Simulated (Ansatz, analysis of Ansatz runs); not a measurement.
# Can an added electron hop between V atoms in VSeO4 (P2_1/c)?, part 2 of 2

Aim: the energy barrier that a trapped electron meets when it moves from one V atom to another one nearby in VSeO4 (P2_1/c). The model is a cell of 48 host atoms.

Ansatz 0.2.0; plane-wave PAW DFT, PBEsol+U; relaxation of all atoms of a supercell at fixed charge in a uniform background.

So far. Step 2 (The cell without the carrier): The largest displacement from an ideal site is 0.142 Å. Step 3 (The electron on the first site): The largest changes of the moments are 0.66 μB on V2, 0.22 μB on V26 and -0.07 μB on O42. The largest part sits on the chosen site.

## 4. The electron on the second site

The same start is made on the second site, to get the end of the hop.

Contents of B.relax/input.yaml:

```yaml
crystal:
  lattice:
    - [7.74871546, 0.0, -0.02697048]
    - [0.0, 9.8656664, 0.0]
    - [-1.28264841, 0.0, 7.91796541]
  atoms:
    - { symbol: V, position: [0.007939, 0.00569, 0.304182], spin: 1.0 }
    - { symbol: V, position: [0.490074, 0.505675, 0.19511], spin: 1.0 }
[... 7 atom lines left out ...]
    - { symbol: O, position: [0.010242, 0.372326, 0.000895] }
[... 3 atom lines left out ...]
    - { symbol: O, position: [0.065723, 0.678406, 0.330651] }
[... 3 atom lines left out ...]
    - { symbol: O, position: [0.282893, 0.479088, 0.200165] }
[... 3 atom lines left out ...]
    - { symbol: O, position: [0.064868, 0.388976, 0.403973] }
[... 3 atom lines left out ...]
    - { symbol: V, position: [0.989988, 0.505576, 0.195308], spin: 2.0 }
[... 21 atom lines left out ...]
    - { symbol: O, position: [0.932386, 0.611879, 0.595548] }
total_charge: -1
basis:
  ecutwfc: 420
  xc_grid: 2
hamiltonian:
  xc: pbesol
  hubbard: { sites: [{ species: V, l: d, u_eff: 4.0 }] }
kpoints:
  mp_grid: { grid: [1, 1, 1] }
magnetization:
  spin_polarized: true
  initial_magnetization: 1
  spin_locking: { lock_magnetization: hard }
scf:
  occupations: { method: fermi_dirac, width: 0.01 }
  max_iter: 120
  lower_state_search: "off"
output:
  forces: true
relax:
  f_tol: 0.015
  max_steps: 70
  escape_saddle: false
checkpoint:
  write: "../B.relax.run"
  compress: false
  write_wavefunctions: true
  write_every: 100000
```

On the command line:

```console
> ansatz run input.yaml --threads 8 --pin off --max-ram 17899MiB --backend cpu --events-out ev --progress --plain --runs-dir out
```

Numbers of over 12 decimals in the logs are rounded to 6 here.

The log of the run:

```text
[...]
Crystal: 48 atoms, lattice volume = 604.957 Å³
Basis set: ecut = 420 eV, 11803 PW (Γ), exchange–correlation on 108×144×108 points (8 copies of the dense FFT grid, shifted against one another)
Bands: 261, of which v1, the nominal top of the filled ones, is band 213 counted from 1 (212 counted from 0)
Symmetry: 1 space group operations
[...]
k-points: 1
[...]
Starting moments: Σ|m| = 9 μB on 8 of 48 sites
[...]
SCF iter   1: F=—  HF=-84403.139972 eV  |F-HF|=—  |Δ(HF+E_count)|=         —  Δρ=7.21e-2 (↑7.21e-2 ↓6.68e-2)  dr2=2.12e2  dr2_m=2.84e0  M=1.000 μB ∫|m|=14.564 μB  β_m=0.30  ethr=3.10e-3  ⟨swp⟩=5.5  Hψ=1664  notcnv=0  defer=33
[...]
--- Relaxed structure (8 steps of the walk, 8 accepted, 0 SCFs on fresh bases) ---
  F+E_penalty+E_count = -84380.57895939 eV   max|allowed force component| = 8.705e-3 eV/Å
  atoms:
    - { symbol: V, position: [0.006681, 0.006372, 0.303962] }
    - { symbol: V, position: [0.524971, 0.503226, 0.203186] }
    [... 7 atoms left out ...]
    - { symbol: O, position: [0.014373, 0.369764, -0.000748] }
    [... 1 atom left out ...]
    - { symbol: O, position: [0.488372, 0.629545, 0.996606] }
    [... 1 atom left out ...]
    - { symbol: O, position: [0.069630, 0.670536, 0.327510] }
    [... 3 atoms left out ...]
    - { symbol: O, position: [0.303808, 0.474939, 0.197470] }
    [... 3 atoms left out ...]
    - { symbol: O, position: [0.067683, 0.387271, 0.413492] }
    [... 3 atoms left out ...]
    - { symbol: V, position: [1.010270, 0.503470, 0.201113] }
    [... 9 atoms left out ...]
    - { symbol: O, position: [0.978387, 0.632118, 0.993076] }
    [... 1 atom left out ...]
    - { symbol: O, position: [0.571186, 0.671871, 0.329202] }
    [... 7 atoms left out ...]
    - { symbol: O, position: [0.574495, 0.387184, 0.418344] }
    [... 2 atoms left out ...]
[key lines of the parts left out:]
SCF converged after 10 iterations
Magnetization: 1.0000 μB (213.0000 up, 212.0000 down)
Free energy (F): -84380.578959 eV
Fermi energy:    8.157654 (↑ 8.194842, ↓ 7.763069) eV
```

Wall time 41 s (8 threads of Arm Neoverse V2, shared host); peak memory 1.3 GiB; 5 min of CPU time.

Distances from V26 without and with the electron:

```
atom  without (Å)  with (Å)
 O42         1.63      1.84
 O14         1.93      1.95
 O36         1.99      2.08
 O22         2.04      2.04
 O10         2.07      2.09
```

The largest changes of the moments are 0.66 μB on V26, 0.22 μB on V2 and -0.07 μB on O18. The largest part sits on the chosen site.

## 5. Points on the line between the two structures

All atoms move on the straight line between the two relaxed structures, 1.98 amu^1/2 Å long in mass-weighted terms. Each point starts from the state of the point before, once from either end, so that both localised states can be followed; the midpoint is also started with the carrier shared.

Contents of A.x0500/input.yaml:

```yaml
crystal:
  lattice:
    - [7.74871546, 0.0, -0.02697048]
    - [0.0, 9.8656664, 0.0]
    - [-1.28264841, 0.0, 7.91796541]
  atoms:
    - { symbol: V, position: [0.006305, 0.006391, 0.30399], spin: 1.0 }
    - { symbol: V, position: [0.517574, 0.503347, 0.202161], spin: 2.0 }
[... 7 atom lines left out ...]
    - { symbol: O, position: [0.014172, 0.368393, -0.002995] }
[... 3 atom lines left out ...]
    - { symbol: O, position: [0.070462, 0.671213, 0.328343] }
[... 3 atom lines left out ...]
    - { symbol: O, position: [0.289219, 0.474536, 0.197486] }
[... 3 atom lines left out ...]
    - { symbol: O, position: [0.0711, 0.387226, 0.415916] }
[... 3 atom lines left out ...]
    - { symbol: V, position: [1.017632, 0.503358, 0.202141], spin: 1.0 }
[... 21 atom lines left out ...]
    - { symbol: O, position: [0.930868, 0.613832, 0.595722] }
total_charge: -1
basis:
  ecutwfc: 420
  xc_grid: 2
hamiltonian:
  xc: pbesol
  hubbard: { sites: [{ species: V, l: d, u_eff: 4.0 }] }
kpoints:
  mp_grid: { grid: [1, 1, 1] }
magnetization:
  spin_polarized: true
  initial_magnetization: 1
  spin_locking: { lock_magnetization: hard }
scf:
  occupations: { method: fermi_dirac, width: 0.01 }
  max_iter: 120
  lower_state_search: "off"
output:
  forces: true
  eigenvalues: true
  eigenstates: { localisation: true }
  write_density: true
  write_potential: true
  volumetric_format: npy
checkpoint:
  read: "../A.x0375.run"
  write: "../A.x0500.run"
  compress: false
  write_wavefunctions: true
  write_every: 100000
```

The log of the run:

```text
[...]
Warning: checkpoint.read: the run can stay near the saved state's solution: 48 site(s) moved relative to the saved geometry (max |Δs| = 3.647e-3 fractional); [...]
[...]
Crystal: 48 atoms, lattice volume = 604.957 Å³
Basis set: ecut = 420 eV, 11803 PW (Γ), exchange–correlation on 108×144×108 points (8 copies of the dense FFT grid, shifted against one another)
Bands: 261, of which v1, the nominal top of the filled ones, is band 213 counted from 1 (212 counted from 0)
Symmetry: 1 space group operations
[...]
k-points: 1
[...]
Starting moments: Σ|m| = 9 μB on 8 of 48 sites; this step starts from the density that it was given
[...]
iter 1 solved again at ethr=6.58e-6 eV; its pass at ethr=3.10e-3 eV (dr2=2.79e-2 eV) is discarded
[...]
SCF iter  12: F=-84380.544404 eV  HF=-84380.544404 eV  |F-HF|=1.65e-8  |Δ(HF+E_count)|=   6.96e-9  Δρ=2.05e-6 (↑2.05e-6 ↓1.51e-6)  dr2=3.00e-8  dr2_m=7.21e-9  M=1.000 μB ∫|m|=12.283 μB  ethr=2.35e-11  ⟨swp⟩=6.0  Hψ=3125  notcnv=0
SCF 1 converged in 12 iterations: F = -84380.544404 eV  dr2 = 3.00e-8
[...]
SCF converged after 12 iterations
[...]
Magnetization: 1.0000 μB (213.0000 up, 212.0000 down)
Absolute magnetization: 12.2990 μB (∫|ρ↑−ρ↓|, with the PAW one-centre terms)
[...]
Per-site moments (μB) at R_I (Å): [(0.732862, 0.674503), (1.211365, 0.736926), (-0.728028, 0.674450), [... 45 left out ...]
Free energy (F): -84380.544404 eV
[...]
Internal energy: -84380.544404 eV  (E = F + TS)
E sigma→0 (E₀):  -84380.544404 eV
Fermi energy:    8.205697 (↑ 8.227175, ↓ 7.757042) eV
[...]
--- Forces (eV/Å), atoms counted from 1 ---
  atom   1  V     -0.00167712    -0.00309457    -0.00451351
  atom   2  V      0.03277665    -0.10489621     0.01558540
  [... 7 atoms left out ...]
  atom  10  O      0.00422036     0.00075134     0.01233968
  [... 1 atom left out ...]
  atom  12  O      0.00067974     0.00169917     0.00490055
  [... 1 atom left out ...]
  atom  14  O      0.00235783     0.00588597     0.00012159
  [... 3 atoms left out ...]
  atom  18  O     -0.03786565     0.08732705    -0.01965632
  [... 3 atoms left out ...]
  atom  22  O      0.01064843     0.00626221    -0.01522249
  [... 3 atoms left out ...]
  atom  26  V      0.03091652    -0.10393897     0.01535414
  [... 9 atoms left out ...]
  atom  36  O     -0.00098745     0.00159094     0.00456382
  [... 1 atom left out ...]
  atom  38  O      0.00209135     0.00629875     0.00126015
  [... 7 atoms left out ...]
  atom  46  O      0.00861995     0.00583174    -0.01545711
  [... 2 atoms left out ...]
  max |Σ_I F_I| component: 4.02e-5 eV/Å
--- Band table (eV) ---
[...]
Occupation matrices written to <dir>
```

The job ended after 7.1 s (8 threads; peak memory 1.3 GiB).

The column dr2 measures how far the density is from self-consistency, as an energy; F and HF (Harris–Foulkes) agree once it is small.

States next to the filling edge at the first k-point, on the run's own zero (eigenstates.tsv). The participation number counts the atoms that a state is spread over, of 48; bands count from 0.

```csv
spin,band,energy (eV),occupation,participation,largest share on,share
down,206,6.249,1.00,18.0,O46,0.12
down,207,6.255,1.00,17.3,V3,0.12
down,208,6.404,1.00,25.3,O21,0.07
down,209,6.490,1.00,17.6,V3,0.10
down,210,6.515,1.00,20.7,O23,0.10
down,211,6.588,1.00,34.3,O42,0.05
down,212,8.926,0.00,8.9,V28,0.18
down,213,9.147,0.00,8.7,V3,0.17
down,214,9.261,0.00,9.6,V28,0.16
down,215,9.367,0.00,9.5,V27,0.16
down,216,9.594,0.00,6.9,V4,0.23
up,207,6.303,1.00,9.2,V1,0.20
up,208,6.436,1.00,20.3,O36,0.09
up,209,6.584,1.00,16.4,V26,0.13
up,210,6.633,1.00,31.1,V2,0.06
up,211,6.748,1.00,8.5,V26,0.22
up,212,7.486,1.00,5.8,V2,0.25
up,213,8.969,0.00,4.7,V26,0.26
up,214,9.000,0.00,4.6,V25,0.32
up,215,9.281,0.00,5.1,V25,0.30
up,216,9.529,0.00,5.7,V26,0.29
up,217,9.662,0.00,4.0,V1,0.34
```

Under PBEsol+U (4 eV) at the zone centre alone, the highest filled state is spin up, spread over 6 of 48 atoms, and the lowest empty one, 1.44 eV above it, is spin down, spread over 9 of 48 atoms.

Spin density in the ac plane at fractional y = 0.504, through the centre, with atoms of V and O within 0.45 Å of it.

Ten even steps from '0' (-1.1 e/Å³) to '9' (1.9 e/Å³), each cell a mean:
```
3333333333333333333333
2333333333333333333333
1233333333212333333332
0233443333202334433332
0233443333102334433331
1333433333213334433332
3333333333333333333333
3333333333333333333333
3333333333333333333333
3333333333333333333333
3333333333333333333333
3333333333333333333333
3333333333333333333333
3333333333333333333333
4443333333444433333334
6544333334466443333344
8743333334587433333345
9743332334697433323346
7643333334676433333346
5443333334454433333344
4333333333443333333334
3333333333333333333333
```
Columns run along a (7.7 Å), rows up along c (8.0 Å). Atoms in or near the plane, at fractional coordinates: V at (0.52, 0.20), V at (0.00, 0.80), O at (0.29, 0.20), O at (0.21, 0.80), V at (0.02, 0.20), V at (0.50, 0.80), O at (0.79, 0.20), O at (0.71, 0.80).

Valence density in the ac plane at fractional y = 0.504, through the centre, with atoms of V and O within 0.45 Å of it. It is the smooth field of the valence electrons, not physical close to the nuclei.

Ten steps, logarithmic in the rise over the least value, from '_' (0 e/Å³) to '@' (14 e/Å³), each cell a mean:
```
......____________..........____________....
----::..::::....__..::----::..::::....__..::
##**==--++++==::..--**##**====++++--::..--**
@@%%++++####++--::++%%@@%%++**####++--::++%%
@@%%++**%%##++--::**@@@@%%++**%%##++--::**@@
##++==++****==::..==####++==++****==::::==##
--::::------......::----::::------......::--
..........______....::..........______....::
..______________........______________......
________________......________________......
____________________________________________
__....__________________....________________
......________________......________________
......________________......________________
::::::..__............::::::..__............
****==::::--====--::==****==::::--====--::==
@@%%**----++****====##@@@@**----++##**====##
@@@@**--==**####++++%%@@@@**--==**####++++%%
%%##==::--++**++====##%%##==::--++**++====##
++==::..::------::::==++==::..::------::::==
::....____............::....__..............
....______________........______________....
```
Columns run along a (7.7 Å), rows up along c (8.0 Å). Atoms in or near the plane, at fractional coordinates: V at (0.52, 0.20), V at (0.00, 0.80), O at (0.29, 0.20), O at (0.21, 0.80), V at (0.02, 0.20), V at (0.50, 0.80), O at (0.79, 0.20), O at (0.71, 0.80).

Electrostatic potential energy in the ac plane at fractional y = 0.504, through the centre, with atoms of V and O within 0.45 Å of it. With pseudopotentials it is smooth inside the atoms' cores, unlike the true potential.

Ten even steps from '0' (-28 eV) to '9' (13 eV), each cell a mean:
```
8889999999888899999998
4578999997655789999986
1147557984111475579841
2022003861120220038610
2021003860120210038511
0254137862001541278620
4688899986446888999864
8999999998888999999988
9999999999999999999999
9999999999999999999999
9999999999999999999999
9999999999999999999999
9999999999999999999999
9899999999998999999999
6678999999866789999998
1137997787311379977873
2116841163111168401541
2116710052121167100421
1137842473111378414731
3478988986434799989864
7889999998878999999988
8999999999888999999998
```
Columns run along a (7.7 Å; values clipped at the 3rd and 97th percentile), rows up along c (8.0 Å). Atoms in or near the plane, at fractional coordinates: V at (0.52, 0.20), V at (0.00, 0.80), O at (0.29, 0.20), O at (0.21, 0.80), V at (0.02, 0.20), V at (0.50, 0.80), O at (0.79, 0.20), O at (0.71, 0.80).

Free energies from the first end:

```csv
started from,fraction,energy (eV),moment change on V2 (μB),on V26 (μB)
first site,0,0.000,0.66,0.22
first site,0.125,0.006,0.63,0.28
first site,0.25,0.019,0.59,0.34
first site,0.375,0.030,0.54,0.41
first site,0.5,0.035,0.48,0.48
first site,0.625,0.030,0.41,0.54
second site,0.875,0.006,0.28,0.63
second site,0.75,0.019,0.34,0.59
second site,0.625,0.030,0.41,0.54
second site,0.5,0.035,0.48,0.48
second site,0.375,0.030,0.54,0.41
shared,0.5,0.035,0.48,0.48
second site,1,0.000,0.22,0.66
```

## 6. Results

| Property | Result |
| --- | --- |
| distance of the two sites without the carrier | 3.87 Å |

In words: The highest point of the line lies 0.03 eV above the first end, but there the electron is shared along a chain of sites and their images, so this is no barrier of a single pair, which may be higher, and the image-charge term need not cancel. The second site lies about half a repeat away: the first meets it and its image at 3.87 and 3.88 Å, so the cell models a chain, and nothing is concluded on the coupling of a single pair. A shorter hop, 3.16 Å to V28 (opposite spin), was not computed. No run compares the localised electron with one spread in the band, so its binding is unknown. The magnetic order was assumed and need not be the ground state. The total moment is locked, so a carrier of the other spin direction was not tried. The program's search for lower electronic states was switched off in all runs, so that each state is followed; none is shown to be the lowest at its structure. No image-charge correction is applied; it nearly cancels along the line while the charge stays localised. Keep in mind: sampling at the zone centre alone can move energies of charged and open-shell states by tenths of an eV or more in cells of this size; the images are only 7.7 Å apart; gap and trapping depend on the U chosen (V d 4.0 eV).

[Logs are printed without paths, hosts, clocks, repeated set-up lines and the standing remarks that a program may print on its own settings, such as how far it seeks lower states.]

[Hosts, paths, dates, database ids (printed as entryN), source tags and the programs' standing remarks are cut or masked in the printed files.]
